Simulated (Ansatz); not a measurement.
Reflectivity of Tc (P6_3/mmc) at normal incidence (Ansatz, PBEsol, independent particles, without spin-orbit coupling, line width 0.1 eV (Gaussian), carrier damping 0.05 eV):

```tsv
E (eV)	R (%)
1.00	81.1
1.25	73.3
1.50	64.8
1.75	63.1
2.00	66.4
2.25	64.4
2.50	65.5
2.75	63.4
3.00	63.2
3.25	65.1
3.50	72.8
3.75	75.9
4.00	76.1
4.25	75.3
4.50	74.1
4.75	70.9
5.00	71.1
```

Task: What colour would a polished face show in daylight?

Result: Light grey: CIE x = 0.315, y = 0.332, luminous reflectivity 65 % under D65, from the mean over the axes.

[Logs are printed without paths, hosts, clocks, repeated set-up lines and the standing remarks that a program may print on its own settings, such as how far it seeks lower states.]
